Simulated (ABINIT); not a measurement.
**Beyond one shot: ZrSe3 (P2_1/m)**

Aim: iterate the self-energy on ZrSe3 (P2_1/m) and follow the gap from cycle to cycle.

Method: LDA and many-body steps on it, plane waves, in ABINIT 10.8.3.

## Step 1: The structure

It takes space group P2_1/m (No. 11, monoclinic). Conventional cell: a = 5.411 Å, b = 3.749 Å, c = 9.444 Å, α = 90.00°, β = 97.48°, γ = 90.00°. Zr has 8 Se at 2.72 to 2.87 Å nearest. Nearest to Se lie 4 Zr at 2.72 to 2.87 Å. Se has 1 Se at 2.34 Å and 2 Zr at 2.73 Å nearest. Se has 1 Se at 2.34 Å and 2 Zr at 2.74 Å nearest. Farther neighbours and most contacts between anions are not listed.

The cell and positions come from the Crystallography Open Database and are kept as given unless a step says otherwise.

## Step 2: Empty states on the mesh, 2×4×1 mesh, 229 bands

This step: ABINIT 10.8.3; DFT, LDA, plane waves, norm-conserving pseudopotentials.

The sums over transitions need many empty states on a uniform mesh; this step solves for them.

File run.abi:

```
acell 3*1.0 Angstrom
rprim 
  5.410900000000 -0.000000000000 -0.000000000000
  -0.000000000000 3.748800000000 0.000000000000
  -1.229420909100 0.000000000000 9.363634990100
ntypat 2
znucl 40 34
natom 8
typat 1 1 2 2 2 2 2 2
xred 
  0.285000000000 0.250000000000 0.656000000000
  0.715000000000 0.750000000000 0.344000000000
  0.762000000000 0.250000000000 0.554000000000
  0.238000000000 0.750000000000 0.446000000000
  0.456000000000 0.250000000000 0.174000000000
  0.544000000000 0.750000000000 0.826000000000
  0.888000000000 0.250000000000 0.169000000000
  0.112000000000 0.750000000000 0.831000000000
pp_dirpath "pseudos"
pseudos "Zr.upf, Se.upf"
ecut 48
ngkpt 2 4 1
nshiftk 1
shiftk 0 0 0
kptopt 1
chksymbreak 0
iscf -2
irdden 1
istwfk *1
nband 229
nbdbuf 20
tolwfr 1e-09
nstep 60
prtvol 0
indata_prefix "in"
outdata_prefix "out"
tmpdata_prefix "tmp"
```

Command:

```sh
OMP_NUM_THREADS=2 mpirun -n 6 abinit run.abi > log
```

Numbers of over 12 decimals in the logs are rounded to 6 here.

Log:

```text
.Version 10.8.3 of ABINIT. v10.8.2 released Aug 2026.

 Symmetries : space group P2_1/m (# 11); Bravais mP (primitive monocl.)
[... echo of the input left out ...]
== DATASET  1 ==================================================================
-   mpi_nproc: 6, omp_nthreads: 2 (-1 if OMP is not activated)

--- !DatasetInfo
iteration_state: {dtset: 1, }
dimensions: {natom: 8, nkpt: 6, mband: 229, nsppol: 1, nspinor: 1, nspden: 1, mpw: 20400, }
cutoff_energies: {ecut:  48.0, pawecutdg:  -1.0, }
[...]
1.57517    1.58100    1.61424    1.61495    1.61524    1.63731    1.64050    1.65593
   1.66033    1.67500    1.67785    1.69065    1.70163    1.71183    1.71881    1.71899
   1.72059    1.73653    1.73857    1.74811    1.75223
 prteigrs : prtvol=0 or 1, do not print more k-points.

== END DATASET(S) ==============================================================
================================================================================

 -outvars: echo values of variables after computation  --------
            nband         229
             nkpt           6
          spgroup          11
 [... the other variables as echoed above ...]

 Calculation completed.
```

Run time: 3.9 min. Hardware: 6 MPI ranks of Arm Neoverse N1, shared host; peak memory 1.1 GiB.

This step gave:

```
gap                                                           : 0.2917 eV
k of the valence top                                          : 0, 0, 0
k of the conduction bottom                                    : 0.5, 0, 0
least direct gap                                              : 0.5951 eV
k points computed                                             : 6
lowest point of the top converged band, above the valence top : 36.09 eV
```

On this mesh the gap is 0.292 eV.

The density comes from a self-consistent run that is not shown.

## Step 3: Screening, 2×4×1 mesh, 209 bands, screening to 106.1 eV

The RPA dielectric matrix is built and inverted for each q.

This step: RPA screening on LDA, plane waves, norm-conserving pseudopotentials.

run.abi, as its differences from that of step 2:

```diff
@@ -26,10 +26,11 @@
 chksymbreak 0
-iscf -2
-irdden 1
 istwfk *1
-nband 229
-nbdbuf 20
-tolwfr 1e-09
-nstep 60
-prtvol 0
+occopt 1
+irdwfk 1
+optdriver 3
+nband 209
+ecuteps 3.9
+inclvkb 2
+awtr 1
+symchi 1
 indata_prefix "in"
```

Command:

```sh
OMP_NUM_THREADS=1 mpirun -n 16 abinit run.abi > log
```

Log:

```text
.Version 10.8.3 of ABINIT. v10.8.2 released Aug 2026.

 Symmetries : space group P2_1/m (# 11); Bravais mP (primitive monocl.)
[... echo of the input left out ...]
== DATASET  1 ==================================================================
-   mpi_nproc: 16, omp_nthreads: 1 (-1 if OMP is not activated)

--- !DatasetInfo
iteration_state: {dtset: 1, }
dimensions: {natom: 8, nkpt: 6, mband: 209, nsppol: 1, nspinor: 1, nspden: 1, mpw: 20400, }
cutoff_energies: {ecut:  48.0, pawecutdg:  -1.0, }
electrons: {nelect:   1.68000000E+02, charge:   0.00000000E+00, occopt:   1.00000000E+00, tsmear:   1.00000000E-02, }

 SCREENING: Calculation of the susceptibility and dielectric matrices

 Based on a program developped by R.W. Godby, V. Olevano, G. Onida, and L. Reining.
 Incorporated in ABINIT by V. Olevano, G.-M. Rignanese, and M. Torrent.
.Using double precision arithmetic ; gwpc =  8

[... cell and pseudopotentials left out ...]
--------------------------------------------------------------------------------

 ==== K-mesh for the wavefunctions ====
 Number of points in the irreducible wedge :     6
[... list of points left out ...]
 Together with  4 symmetry operations and time-reversal symmetry
 yields     8 points in the full Brillouin Zone.

 ==== Q-mesh for the screening function ====
 Number of points in the irreducible wedge :     6
[... list of points left out ...]
 Together with  4 symmetry operations and time-reversal symmetry
 yields     8 points in the full Brillouin Zone.

 setmesh: FFT mesh size selected  =    45x   30x   72
          total number of points  =        97200

 vcoul_init : cutoff-mode = AUXILIARY_FUNCTION
 q-points for optical limit:   1
     1)      0.000010    0.000020    0.000030

- screening: taking advantage of time-reversal symmetry
- Maximum band index for partially occupied states nbvw = 84
- Remaining bands to be divided among processors   nbcw = 125
- Number of bands treated by each node ~7

 Number of electrons calculated from density =  168.0000; Expected =  168.0000
 average of density, n =  0.131071
 r_s =    1.2212
 omega_plasma =   34.9228 [eV]

 calculating chi0 at frequencies [eV] :
  1    0.000000E+00    0.000000E+00
  2    0.000000E+00    3.492278E+01

--------------------------------------------------------------------------------
  q-point number  1        q = ( 0.000000, 0.000000, 0.000000) [r.l.u.]
--------------------------------------------------------------------------------
[... chi0 elements left out ...]
 For q-point:  0.000010 0.000020 0.000030
  dielectric constant =  17.0519
  dielectric constant without local fields =  19.7442

  Average fulfillment of the sum rule on Im[epsilon] for q-point    1 :     30.20  [%]
[... wings left out ...]
  q-point number  2        q = ( 0.500000, 0.000000, 0.000000) [r.l.u.]
--------------------------------------------------------------------------------
[... chi0 elements left out ...]
  Average fulfillment of the sum rule on Im[epsilon] for q-point    2 :     31.82  [%]

 [... 4 further q-points ...]
```

It took 5.2 min on 16 MPI ranks; peak memory 20 GiB.

This step gave:

* ε∞ with local fields, on this mesh, along the program's q direction: 17.05
* the same without local fields: 19.74
* plasma frequency: 34.92 eV
* plane waves in the screening matrix: 481

Local fields lower ε∞ by 14 %. On a Γ-centred mesh this coarse the value itself is usually too large, while a short band sum pulls it down.

## Step 4: G0W0

The self-energy is evaluated for the states that the input lists, and the levels follow from it, in one-shot runs by the linearised quasiparticle equation.

This step: G0W0 on LDA, plane waves, norm-conserving pseudopotentials.

run.abi, as its differences from that of step 3:

```diff
@@ -29,8 +29,17 @@
 irdwfk 1
-optdriver 3
+optdriver 4
 nband 209
+gwcalctyp 0
+ecutsigx 48
+symsigma 1
+nkptgw 2
+kptgw 
+  0.0000000000 0.0000000000 0.0000000000
+  0.5000000000 0.0000000000 0.0000000000
+bdgw 
+  83 86
+  83 86
 ecuteps 3.9
-inclvkb 2
-awtr 1
-symchi 1
+irdscr 1
+ppmodel 1
 indata_prefix "in"
```

Log:

```text
.Version 10.8.3 of ABINIT. v10.8.2 released Aug 2026.

 Symmetries : space group P2_1/m (# 11); Bravais mP (primitive monocl.)
[... echo of the input left out ...]
== DATASET  1 ==================================================================
-   mpi_nproc: 16, omp_nthreads: 1 (-1 if OMP is not activated)

--- !DatasetInfo
iteration_state: {dtset: 1, }
dimensions: {natom: 8, nkpt: 6, mband: 209, nsppol: 1, nspinor: 1, nspden: 1, mpw: 20400, }
cutoff_energies: {ecut:  48.0, pawecutdg:  -1.0, }
electrons: {nelect:   1.68000000E+02, charge:   0.00000000E+00, occopt:   1.00000000E+00, tsmear:   1.00000000E-02, }

 SIGMA: Calculation of the GW corrections

 Based on a program developped by R.W. Godby, V. Olevano, G. Onida, and L. Reining.
 Incorporated in ABINIT by V. Olevano, G.-M. Rignanese, and M. Torrent.
.Using double precision arithmetic ; gwpc =  8

[... cell and pseudopotentials left out ...]
--------------------------------------------------------------------------------

 ==== K-mesh for the wavefunctions ====
 Number of points in the irreducible wedge :     6
[... list of points left out ...]
 Together with  4 symmetry operations and time-reversal symmetry
 yields     8 points in the full Brillouin Zone.

 ==== Q-mesh for screening function ====
 Number of points in the irreducible wedge :     6
[... list of points left out ...]
 Together with  4 symmetry operations and time-reversal symmetry
 yields     8 points in the full Brillouin Zone.

 vcoul_init : cutoff-mode = AUXILIARY_FUNCTION
 q-points for optical limit:   1
     1)      0.000010    0.000020    0.000030
 setmesh: FFT mesh size selected  =    72x   48x  120
          total number of points  =       414720

 Number of electrons calculated from density =  168.0000; Expected =  168.0000
 average of density, n =  0.131071
 r_s =    1.2212
 omega_plasma =   34.9228 [eV]

 === KS Band Gaps ===
  >>>> For spin  1
   Minimum direct gap =   0.5953 [eV], located at k-point      :   0.5000  0.0000  0.0000
   Fundamental gap    =   0.2918 [eV], Top of valence bands at :   0.0000  0.0000  0.0000
                                       Bottom of conduction at :   0.5000  0.0000  0.0000
 SIGMA fundamental parameters:
 PLASMON POLE MODEL  1
 number of plane-waves for SigmaX                20343
 number of plane-waves for SigmaC and W            481
 number of plane-waves for wavefunctions         20343
 number of bands                                   209
 number of independent spin polarizations            1
 number of spinorial components                      1
 number of k-points in IBZ                           6
 number of q-points in IBZ                           6
 number of symmetry operations                       4
 number of k-points in BZ                            8
 number of q-points in BZ                            8
 number of frequencies for dSigma/dE                 9
 frequency step for dSigma/dE [eV]                0.25
 number of omega for Sigma on real axis              0
 max omega for Sigma on real axis  [eV]           0.00
 zcut for avoiding poles [eV]                     0.10

 EPSILON^-1 parameters (SCR file):
 dimension of the eps^-1 matrix on file            481
 dimension of the eps^-1 matrix used               481
 number of plane-waves for wavefunctions         20343
 number of bands                                   209
 number of q-points in IBZ                           6
 number of frequencies                               2
 number of real frequencies                          1
 number of imag frequencies                          1

 matrix elements of self-energy operator (all in [eV])

 Perturbative Calculation

--- !SelfEnergy_ee
iteration_state: {dtset: 1, }
kpoint     : [   0.000,    0.000,    0.000, ]
spin       : 1
KS_gap     :    0.626
QP_gap     :    1.025
Delta_QP_KS:    0.399
data: !SigmaeeData |
     Band     E0 <VxcDFT>   SigX SigC(E0)      Z dSigC/dE  Sig(E)    E-E0       E
       83   6.127 -15.080 -16.276   1.865   0.794  -0.259 -14.549   0.531   6.658
       84   6.253 -15.341 -16.921   2.244   0.795  -0.258 -14.814   0.527   6.780
       85   6.879 -13.260  -8.379  -3.719   0.797  -0.254 -12.334   0.926   7.805
       86   7.247 -13.681  -8.102  -4.265   0.793  -0.261 -12.639   1.042   8.289

--- !SelfEnergy_ee
iteration_state: {dtset: 1, }
kpoint     : [   0.500,    0.000,    0.000, ]
spin       : 1
KS_gap     :    0.595
QP_gap     :    1.171
Delta_QP_KS:    0.575
data: !SigmaeeData |
     Band     E0 <VxcDFT>   SigX SigC(E0)      Z dSigC/dE  Sig(E)    E-E0       E
       83   5.878 -15.025 -16.693   2.220   0.794  -0.260 -14.587   0.437   6.315
       84   5.949 -15.079 -16.666   2.150   0.794  -0.260 -14.632   0.447   6.397
       85   6.545 -14.133 -10.081  -2.762   0.793  -0.261 -13.110   1.023   7.567
       86   6.885 -14.406 -10.124  -2.896   0.792  -0.262 -13.307   1.098   7.983

== END DATASET(S) ==============================================================
================================================================================

 -outvars: echo values of variables after computation  --------
           etotal      0.0000000000E+00
            nband         209
             nkpt           6
          spgroup          11
 [... the other variables as echoed above ...]

 Calculation completed.
```

Run time: 29 s. Hardware: 16 MPI ranks; peak memory 7.2 GiB; 7.6 min of CPU time.

This step gave:

* G0W0 gap on the points computed: 0.7870 eV
* starting gap on the mesh: 0.2917 eV
* k of the valence top: 0, 0, 0
* k of the conduction bottom: 0.5, 0, 0
* Z at the valence top: 0.795
* Z at the conduction bottom: 0.793
* least direct G0W0 gap on the computed points: 1.025 eV

The gap on the mesh goes from 0.29 eV to 0.79 eV, a correction of +0.50 eV.

## Step 5: evGW0, cycle 1

This step: evGW0 on LDA, plane waves, norm-conserving pseudopotentials.

run.abi, as its differences from that of step 4:

```diff
@@ -31,6 +31,6 @@
 nband 209
-gwcalctyp 0
+gwcalctyp 10
 ecutsigx 48
 symsigma 1
-nkptgw 2
+nkptgw 6
 kptgw 
@@ -38,5 +38,13 @@
   0.5000000000 0.0000000000 0.0000000000
+  0.0000000000 0.2500000000 0.0000000000
+  0.5000000000 0.2500000000 0.0000000000
+  0.0000000000 0.5000000000 0.0000000000
+  0.5000000000 0.5000000000 0.0000000000
 bdgw 
-  83 86
-  83 86
+  69 92
+  69 92
+  69 92
+  69 92
+  69 92
+  69 92
 ecuteps 3.9
```

Log:

```text
.Version 10.8.3 of ABINIT. v10.8.2 released Aug 2026.

 Symmetries : space group P2_1/m (# 11); Bravais mP (primitive monocl.)
[... echo of the input left out ...]
== DATASET  1 ==================================================================
-   mpi_nproc: 16, omp_nthreads: 1 (-1 if OMP is not activated)

--- !DatasetInfo
iteration_state: {dtset: 1, }
dimensions: {natom: 8, nkpt: 6, mband: 209, nsppol: 1, nspinor: 1, nspden: 1, mpw: 20400, }
cutoff_energies: {ecut:  48.0, pawecutdg:  -1.0, }
electrons: {nelect:   1.68000000E+02, charge:   0.00000000E+00, occopt:   1.00000000E+00, tsmear:   1.00000000E-02, }

 SIGMA: Calculation of the GW corrections

 Based on a program developped by R.W. Godby, V. Olevano, G. Onida, and L. Reining.
 Incorporated in ABINIT by V. Olevano, G.-M. Rignanese, and M. Torrent.
.Using double precision arithmetic ; gwpc =  8

[... cell and pseudopotentials left out ...]
--------------------------------------------------------------------------------

 ==== K-mesh for the wavefunctions ====
 Number of points in the irreducible wedge :     6
[... list of points left out ...]
 Together with  4 symmetry operations and time-reversal symmetry
 yields     8 points in the full Brillouin Zone.

 ==== Q-mesh for screening function ====
 Number of points in the irreducible wedge :     6
[... list of points left out ...]
 Together with  4 symmetry operations and time-reversal symmetry
 yields     8 points in the full Brillouin Zone.

 vcoul_init : cutoff-mode = AUXILIARY_FUNCTION
 q-points for optical limit:   1
     1)      0.000010    0.000020    0.000030
 setmesh: FFT mesh size selected  =    72x   48x  120
          total number of points  =       414720

 Number of electrons calculated from density =  168.0000; Expected =  168.0000
[...]
KS_gap     :    3.532
QP_gap     :    4.335
Delta_QP_KS:    0.804
data: !SigmaeeData |
     Band     E_DFT   <VxcDFT>   E(N-1)  <Hhartree>   SigX  SigC[E(N-1)]    Z     dSigC/dE  Sig[E(N)]  DeltaE  E(N)_pert E(N)_diago
[...]
--- !SelfEnergy_ee
iteration_state: {dtset: 1, }
kpoint     : [   0.500,    0.500,    0.000, ]
spin       : 1
KS_gap     :    1.861
QP_gap     :    2.680
Delta_QP_KS:    0.818
data: !SigmaeeData |
     Band     E_DFT   <VxcDFT>   E(N-1)  <Hhartree>   SigX  SigC[E(N-1)]    Z     dSigC/dE  Sig[E(N)]  DeltaE  E(N)_pert E(N)_diago
[...]
91     9.478   -14.449     9.478    23.927    -8.886    -4.109     0.793    -0.261   -13.295     1.154    10.632    10.933
       92     9.478   -14.449     9.478    23.927    -8.886    -4.109     0.793    -0.261   -13.295     1.154    10.632    10.933

 New Fermi energy :        2.710398E-01 Ha ,    7.375369E+00 eV

 === QP Band Gaps ===
  >>>> For spin  1
   Minimum direct gap =   1.1243 [eV], located at k-point      :   0.0000  0.0000  0.0000
   Fundamental gap    =   0.9183 [eV], Top of valence bands at :   0.0000  0.0000  0.0000
                                       Bottom of conduction at :   0.5000  0.0000  0.0000

 writing QP data on file : out_QPS

 Convergence of QP corrections
 >>>>> For spin  1 <<<<<
.  kptgw no:  1; Maximum DeltaE = (   0.000   0.000) for band index: 24
.  kptgw no:  2; Maximum DeltaE = (   0.000   0.000) for band index: 24
.  kptgw no:  3; Maximum DeltaE = (   0.070  -0.001) for band index: 24
.  kptgw no:  4; Maximum DeltaE = (   0.267  -0.004) for band index: 24
.  kptgw no:  5; Maximum DeltaE = (   1.215   0.000) for band index: 20
.  kptgw no:  6; Maximum DeltaE = (   0.065   0.001) for band index: 21

== END DATASET(S) ==============================================================
================================================================================

 -outvars: echo values of variables after computation  --------
           etotal      0.0000000000E+00
            nband         209
             nkpt           6
          spgroup          11
 [... the other variables as echoed above ...]

 Calculation completed.
```

Run time: 6.2 min. Hardware: 16 MPI ranks; peak memory 24 GiB.

This step gave:

* quasiparticle gap on the mesh: 0.9190 eV
* gap of the density functional on the mesh: 0.2917 eV
* k of the valence top: 0, 0, 0
* k of the conduction bottom: 0.5, 0, 0
* Z at the valence top: 0.795
* Z at the conduction bottom: 0.793
* least direct quasiparticle gap on the computed points: 1.125 eV

Against G0W0 in ABINIT (2×4×1 mesh, 209 bands, screening to 106.1 eV, Godby-Needs plasmon pole), the gap moves by +0.132 eV. This first cycle still uses the starting levels; it takes the full correction, at all points of the mesh, and its linearised value is 0.787 eV.

## Step 6: evGW0, cycle 2

The corrected levels of the last cycle go back in.

run.abi, as its differences from that of step 5:

```diff
@@ -52,2 +52,3 @@
 ppmodel 1
+irdqps 1
 indata_prefix "in"
```

Log:

```text
.Version 10.8.3 of ABINIT. v10.8.2 released Aug 2026.

 Symmetries : space group P2_1/m (# 11); Bravais mP (primitive monocl.)
[... echo of the input left out ...]
== DATASET  1 ==================================================================
-   mpi_nproc: 16, omp_nthreads: 1 (-1 if OMP is not activated)

--- !DatasetInfo
iteration_state: {dtset: 1, }
dimensions: {natom: 8, nkpt: 6, mband: 209, nsppol: 1, nspinor: 1, nspden: 1, mpw: 20400, }
cutoff_energies: {ecut:  48.0, pawecutdg:  -1.0, }
[...]
.  kptgw no:  4; Maximum DeltaE = (  -0.003   0.000) for band index: 24
.  kptgw no:  5; Maximum DeltaE = (   0.030   0.001) for band index: 23
.  kptgw no:  6; Maximum DeltaE = (  -0.109  -0.000) for band index: 17

== END DATASET(S) ==============================================================
================================================================================

 -outvars: echo values of variables after computation  --------
           etotal      0.0000000000E+00
            nband         209
             nkpt           6
          spgroup          11
 [... the other variables as echoed above ...]

 Calculation completed.
```

Run time: 6.2 min. Hardware: 16 MPI ranks; peak memory 24 GiB.

Numbers from this step:

* quasiparticle gap on the mesh: 0.8490 eV
* gap of the density functional on the mesh: 0.2917 eV
* k of the valence top: 0, 0, 0
* k of the conduction bottom: 0.5, 0, 0
* least direct quasiparticle gap on the computed points: 1.110 eV

Against the cycle before, the gap moves by −0.070 eV.

[end of part 1 of 2]

[Paths, hosts, dates, memory and timing lines, banners, echoed tables and standing remarks are left out of the program output.]

[Logs are printed without paths, hosts, clocks, repeated set-up lines and the standing remarks that a program may print on its own settings, such as how far it seeks lower states.]

[Runs of the session that timed out or met a known fault of the program may be left out.]

[Hosts, paths, dates, database ids (printed as entryN), source tags and the programs' standing remarks are cut or masked in the printed files.]

[G0W0 gaps are taken among the corrected bands and points alone; a level outside them can change the order at an edge.]

[Where Ansatz stands beside ABINIT at settings called matched, ABINIT's density can come from a denser mesh and the files from another edition; pairs whose starting gaps differed by over 0.03 eV were left out, so agreement reads better than it is.]
